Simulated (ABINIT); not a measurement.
# PbO (P4/nmm): G0W0 with ABINIT, start to end

Aim: the G0W0 gap of PbO (P4/nmm) on PBE, step by step.

Program: ABINIT 10.8.3. Level of theory: PBE and many-body steps on it, plane waves. Results are calculated unless marked as measured.

Report form: the programs' logs are mostly left out.

The database entry behind the starting cell differs from later determinations by our own check (c about 1 % long), so it need not match the best structure at ambient conditions.

## 1. The structure

The structure is tetragonal, space group P4/nmm (No. 129). Conventional cell: a = 3.960 Å, b = 3.960 Å, c = 5.070 Å, α = 90.00°, β = 90.00°, γ = 90.00°. Nearest to Pb lie 4 O at 2.32 Å. O has 4 Pb at 2.32 Å nearest. Farther neighbours and most contacts between anions are not listed.

 The runs that relaxed it are not among those shown. Spin-orbit coupling is left out unless a step names it.

## 2. Ground state

This step: ABINIT 10.8.3; DFT, PBE, plane waves, norm-conserving pseudopotentials.

The ground-state density comes first.

run.abi

```
acell 3*1.0 Angstrom
rprim 
  3.960000000000 0.000000000000 0.000000000000
  0.000000000000 3.960000000000 0.000000000000
  0.000000000000 0.000000000000 5.070000000000
ntypat 2
znucl 82 8
natom 4
typat 1 1 2 2
xred 
  0.000000000000 0.500000000000 0.239357705921
  0.500000000000 0.000000000000 0.760642294079
  -0.000000000000 0.000000000000 0.000000000000
  0.500000000000 0.500000000000 0.000000000000
pp_dirpath "pseudos"
pseudos "Pb.upf, O.upf"
ecut 42
ngkpt 6 6 4
nshiftk 1
shiftk 0 0 0
kptopt 1
chksymbreak 0
nband 34
occopt 1
tolvrs 1e-10
nstep 60
prtwf 0
optforces 0
optstress 0
indata_prefix "in"
outdata_prefix "out"
tmpdata_prefix "tmp"
```

Started as:

```console
$ OMP_NUM_THREADS=1 mpirun -n 8 abinit run.abi > log
```

Run time: 26 s. Hardware: 8 MPI ranks of AMD EPYC 9R45, shared host; peak memory 0.85 GiB.

Numbers from this step:

| Property | Result |
| --- | --- |
| total energy | -12319.6025 eV |
| gap | 1.117 eV |
| k of the valence top | 0, 0, 0 |
| k of the conduction bottom | 0.5, 0.5, 0 |
| least direct gap | 2.098 eV |

The gap is indirect, with the least direct gap 0.98 eV higher.

## 3. Bands along the symmetry lines

Levels along a band path, at the cheap level, show where the edges lie and whether the meshes to come will hold them.

run.abi

```
acell 3*1.0 Angstrom
rprim 
  3.960000000000 0.000000000000 0.000000000000
  0.000000000000 3.960000000000 0.000000000000
  0.000000000000 0.000000000000 5.070000000000
ntypat 2
znucl 82 8
natom 4
typat 1 1 2 2
xred 
  0.000000000000 0.500000000000 0.239357705921
  0.500000000000 0.000000000000 0.760642294079
  -0.000000000000 0.000000000000 0.000000000000
  0.500000000000 0.500000000000 0.000000000000
pp_dirpath "pseudos"
pseudos "Pb.upf, O.upf"
ecut 42
iscf -2
irdden 1
kptopt 0
nkpt 75
kpt 
  0.00000000 0.00000000 0.00000000
  0.00000000 0.06250000 0.00000000
  0.00000000 0.12500000 0.00000000
  0.00000000 0.18750000 0.00000000
  0.00000000 0.25000000 0.00000000
  0.00000000 0.31250000 0.00000000
  0.00000000 0.37500000 0.00000000
  0.00000000 0.43750000 0.00000000
  0.00000000 0.50000000 0.00000000
  0.06250000 0.50000000 0.00000000
  0.12500000 0.50000000 0.00000000
  0.18750000 0.50000000 0.00000000
  0.25000000 0.50000000 0.00000000
  0.31250000 0.50000000 0.00000000
  0.37500000 0.50000000 0.00000000
  0.43750000 0.50000000 0.00000000
  0.50000000 0.50000000 0.00000000
  0.43750000 0.43750000 0.00000000
  0.37500000 0.37500000 0.00000000
  0.31250000 0.31250000 0.00000000
  0.25000000 0.25000000 0.00000000
  0.18750000 0.18750000 0.00000000
  0.12500000 0.12500000 0.00000000
  0.06250000 0.06250000 0.00000000
  0.00000000 0.00000000 0.00000000
  0.00000000 0.00000000 0.06250000
  0.00000000 0.00000000 0.12500000
  0.00000000 0.00000000 0.18750000
  0.00000000 0.00000000 0.25000000
  0.00000000 0.00000000 0.31250000
  0.00000000 0.00000000 0.37500000
  0.00000000 0.00000000 0.43750000
  0.00000000 0.00000000 0.50000000
  0.00000000 0.06250000 0.50000000
  0.00000000 0.12500000 0.50000000
  0.00000000 0.18750000 0.50000000
  0.00000000 0.25000000 0.50000000
  0.00000000 0.31250000 0.50000000
  0.00000000 0.37500000 0.50000000
  0.00000000 0.43750000 0.50000000
  0.00000000 0.50000000 0.50000000
  0.06250000 0.50000000 0.50000000
  0.12500000 0.50000000 0.50000000
  0.18750000 0.50000000 0.50000000
  0.25000000 0.50000000 0.50000000
  0.31250000 0.50000000 0.50000000
  0.37500000 0.50000000 0.50000000
  0.43750000 0.50000000 0.50000000
  0.50000000 0.50000000 0.50000000
  0.43750000 0.43750000 0.50000000
  0.37500000 0.37500000 0.50000000
  0.31250000 0.31250000 0.50000000
  0.25000000 0.25000000 0.50000000
  0.18750000 0.18750000 0.50000000
  0.12500000 0.12500000 0.50000000
  0.06250000 0.06250000 0.50000000
  0.00000000 0.00000000 0.50000000
  0.00000000 0.50000000 0.00000000
  0.00000000 0.50000000 0.06250000
  0.00000000 0.50000000 0.12500000
  0.00000000 0.50000000 0.18750000
  0.00000000 0.50000000 0.25000000
  0.00000000 0.50000000 0.31250000
  0.00000000 0.50000000 0.37500000
  0.00000000 0.50000000 0.43750000
  0.00000000 0.50000000 0.50000000
  0.50000000 0.50000000 0.00000000
  0.50000000 0.50000000 0.06250000
  0.50000000 0.50000000 0.12500000
  0.50000000 0.50000000 0.18750000
  0.50000000 0.50000000 0.25000000
  0.50000000 0.50000000 0.31250000
  0.50000000 0.50000000 0.37500000
  0.50000000 0.50000000 0.43750000
  0.50000000 0.50000000 0.50000000
istwfk *1
nband 35
nbdbuf 2
tolwfr 1e-08
nstep 40
prtwf 0
prtvol 0
indata_prefix "in"
outdata_prefix "out"
tmpdata_prefix "tmp"
```

It took 23 s on 8 MPI ranks; peak memory 0.89 GiB.

This step gave:

```yaml
gap: 1.116 eV
k_of_the_valence_top: 0, 0.0625, 0
k_of_the_conduction_bottom: 0.5, 0.5, 0
least_direct_gap: 2.098 eV
```

The gap is 1.116 eV, −0.001 eV from the run before at this level.

Electronic bands along the path, in eV, zero at the top of the highest filled band:

```csv
point,band 25,band 26,band 27,band 28,band 29,band 30,band 31,band 32
Γ,-1.72,-1.58,-1.58,0.00,2.41,5.54,5.56,5.56
halfway,-2.51,-1.99,-1.94,-0.27,3.52,3.54,5.47,5.89
X,-2.94,-2.94,-1.74,-1.74,3.32,3.32,6.62,6.62
halfway,-2.21,-2.21,-1.44,-1.44,2.44,2.44,5.38,5.38
M,-1.77,-1.77,-0.98,-0.98,1.12,1.12,5.18,5.18
halfway,-2.86,-2.73,-1.21,-0.56,3.00,3.35,4.70,5.17
Γ,-1.72,-1.58,-1.58,0.00,2.41,5.54,5.56,5.56
halfway,-1.74,-1.60,-1.60,-0.43,2.15,4.51,4.51,5.05
Z,-1.76,-1.61,-1.61,-1.09,2.12,3.96,3.96,4.33
halfway,-2.33,-2.01,-1.17,-1.05,2.27,3.18,4.59,6.57
R,-2.91,-2.91,-1.07,-1.07,3.00,3.00,6.29,6.29
halfway,-1.70,-1.70,-1.53,-1.53,3.35,3.35,4.56,4.56
A,-2.31,-2.31,-0.98,-0.98,3.33,3.33,4.66,4.66
halfway,-2.74,-1.64,-1.21,-1.15,2.46,3.61,3.85,6.41
Z,-1.76,-1.61,-1.61,-1.09,2.12,3.96,3.96,4.33
jump to X,-2.94,-2.94,-1.74,-1.74,3.32,3.32,6.62,6.62
halfway,-2.93,-2.93,-1.36,-1.36,3.16,3.16,6.46,6.46
R,-2.91,-2.91,-1.07,-1.07,3.00,3.00,6.29,6.29
jump to M,-1.77,-1.77,-0.98,-0.98,1.12,1.12,5.18,5.18
halfway,-2.05,-2.05,-0.98,-0.98,1.93,1.93,5.51,5.51
A,-2.31,-2.31,-0.98,-0.98,3.33,3.33,4.66,4.66
```

## 4. Empty states on the mesh, 4×4×2 mesh, 111 bands

The sums over transitions need many empty states on a uniform mesh; this step solves for them.

run.abi

```
acell 3*1.0 Angstrom
rprim 
  3.960000000000 0.000000000000 0.000000000000
  0.000000000000 3.960000000000 0.000000000000
  0.000000000000 0.000000000000 5.070000000000
ntypat 2
znucl 82 8
natom 4
typat 1 1 2 2
xred 
  0.000000000000 0.500000000000 0.239357705921
  0.500000000000 0.000000000000 0.760642294079
  -0.000000000000 0.000000000000 0.000000000000
  0.500000000000 0.500000000000 0.000000000000
pp_dirpath "pseudos"
pseudos "Pb.upf, O.upf"
ecut 42
ngkpt 4 4 2
nshiftk 1
shiftk 0 0 0
kptopt 1
chksymbreak 0
iscf -2
irdden 1
istwfk *1
nband 111
nbdbuf 10
tolwfr 1e-09
nstep 60
prtvol 0
indata_prefix "in"
outdata_prefix "out"
tmpdata_prefix "tmp"
```

Run time: 30 s. Hardware: 8 MPI ranks; peak memory 0.8 GiB; 3.9 min of CPU time.

This step gave:

| Quantity | Value |
| --- | --- |
| gap | 1.117 eV |
| k of the valence top | 0, 0, 0 |
| k of the conduction bottom | 0.5, 0.5, 0 |
| least direct gap | 2.098 eV |
| k points computed | 12 |
| lowest point of the top converged band, above the valence top | 47.02 eV |

On this mesh the gap is 1.117 eV.

## 5. Screening, 4×4×2 mesh, 101 bands, screening to 106.1 eV

The RPA dielectric matrix is built and inverted for each q.

This step: RPA screening on PBE, plane waves, norm-conserving pseudopotentials.

run.abi: that of step 4 with these lines changed.

```diff
@@ -22,10 +22,11 @@
 chksymbreak 0
-iscf -2
-irdden 1
 istwfk *1
-nband 111
-nbdbuf 10
-tolwfr 1e-09
-nstep 60
-prtvol 0
+occopt 1
+irdwfk 1
+optdriver 3
+nband 101
+ecuteps 3.9
+inclvkb 2
+awtr 1
+symchi 1
 indata_prefix "in"
```

Elapsed: 27 s, on 8 MPI ranks; peak memory 3.1 GiB; 3.6 min of CPU time.

This step gave:

```yaml
eps_infinity_with_local_fields_on_this_mesh_along_the_program_s_q_direction: 6.486
the_same_without_local_fields: 7.327
plasma_frequency: 31.16 eV
plane_waves_in_the_screening_matrix: 213
```

Local fields lower ε∞ by 11 %. On a Γ-centred mesh this coarse the value itself is usually too large, while a short band sum pulls it down.

## 6. Self-energy, 4×4×2 mesh, 101 bands, screening to 106.1 eV

The self-energy is evaluated for the states that the input lists, and the levels follow from it, in one-shot runs by the linearised quasiparticle equation.

This step: G0W0 on PBE, plane waves, norm-conserving pseudopotentials.

run.abi: that of step 5 with these lines changed.

```diff
@@ -25,8 +25,17 @@
 irdwfk 1
-optdriver 3
+optdriver 4
 nband 101
+gwcalctyp 0
+ecutsigx 42
+symsigma 1
+nkptgw 2
+kptgw 
+  0.0000000000 0.0000000000 0.0000000000
+  0.5000000000 0.5000000000 0.0000000000
+bdgw 
+  26 30
+  27 30
 ecuteps 3.9
-inclvkb 2
-awtr 1
-symchi 1
+irdscr 1
+ppmodel 1
 indata_prefix "in"
```

The job ended after 5.4 s (8 MPI ranks; peak memory 2.2 GiB).

Numbers from this step:

```
G0W0 gap on the points computed              : 1.139 eV
starting gap on the mesh                     : 1.117 eV
k of the valence top                         : 0, 0, 0
k of the conduction bottom                   : 0.5, 0.5, 0
Z at the valence top                         : 0.793
Z at the conduction bottom                   : 0.839
least direct G0W0 gap on the computed points : 2.021 eV
```

The gap on the mesh goes from 1.12 eV to 1.14 eV, a correction of +0.02 eV.

Limits: finite bands, cutoff and mesh; no spin-orbit coupling; coarse k mesh. v1 is the top filled band, c1 the lowest empty one. Levels before and after the correction, in eV, zero at the valence-band top of each column:

```csv
,conduction bottom,valence top
Kohn-Sham,1.12,0.00
G0W0,1.14,0.00
```

```csv
,level,energy (eV)
Kohn-Sham,Γ v3-v2,-1.583
Kohn-Sham,Γ v1,0.000
Kohn-Sham,Γ c1,2.415
Kohn-Sham,Γ c2,5.538
Kohn-Sham,(0.5 0.5 0) v2-v1,-0.982
Kohn-Sham,(0.5 0.5 0) c1-c2,1.117
G0W0,Γ v3-v2,-1.612
G0W0,Γ v1,0.000
G0W0,Γ c1,2.827
G0W0,Γ c2,6.004
G0W0,(0.5 0.5 0) v2-v1,-0.882
G0W0,(0.5 0.5 0) c1-c2,1.139
```

## 7. Where the time went

Times are wall times on 8 MPI ranks of AMD EPYC 9R45, shared host, good to a factor of about two.

```csv
step,time,share,memory (GiB)
ground state,26 s,24 %,0.85
bands along the symmetry lines,23 s,21 %,0.89
empty states on the mesh,30 s,27 %,0.8
screening,27 s,24 %,3.1
self-energy,5.4 s,5 %,2.2
```

## 8. Results

| Property | Result |
| --- | --- |
| PBE gap | 1.12 eV, indirect |
| G0W0 gap on the mesh | 1.14 eV |
| GW settings | 4×4×2 mesh, 101 bands, screening to 106.1 eV, Godby-Needs plasmon pole |
| known limits | not at the basis limit; no spin-orbit coupling; coarse k mesh |

What this shows: G0W0 moves the gap on the mesh from 1.12 eV to 1.14 eV (+0.02 eV), with Z of 0.79 and 0.84 at the edges. Local fields lower the RPA ε∞ on this mesh from 7.33 to 6.49; a Γ-centred mesh this coarse tends to raise both, most where the direct gap is narrow, while a short band sum lowers them. Only 2 of the mesh's irreducible points were corrected, so a valley elsewhere could overtake. Bands and cutoff are finite, so the gap is not at the basis limit. The miss can reach some tenths of an eV and take either sign; the mesh is an error of its own. In the G0W0 run levels were corrected at 2 k points alone, so a gap called «on the mesh» is the least over those, and an edge elsewhere would be missed. The 4×4×2 mesh is coarse for this cell, which bears on the long-range parts of exchange and screening. Where an edge is built on 6p states of lead, bismuth or thallium, scalar-relativistic gaps usually stand too wide, by a few tenths to over one eV. The many-body steps are scalar-relativistic: spin-orbit coupling is not in them.

[Paths, hosts, dates, memory and timing lines, banners, echoed tables and standing remarks are left out of the program output.]

[Logs are printed without paths, hosts, clocks, repeated set-up lines and the standing remarks that a program may print on its own settings, such as how far it seeks lower states.]

[Runs of the session that timed out or met a known fault of the program may be left out.]

[Hosts, paths, dates, database ids (printed as entryN), source tags and the programs' standing remarks are cut or masked in the printed files.]

[G0W0 gaps are taken among the corrected bands and points alone; a level outside them can change the order at an edge.]

[Where Ansatz stands beside ABINIT at settings called matched, ABINIT's density can come from a denser mesh and the files from another edition; pairs whose starting gaps differed by over 0.03 eV were left out, so agreement reads better than it is.]
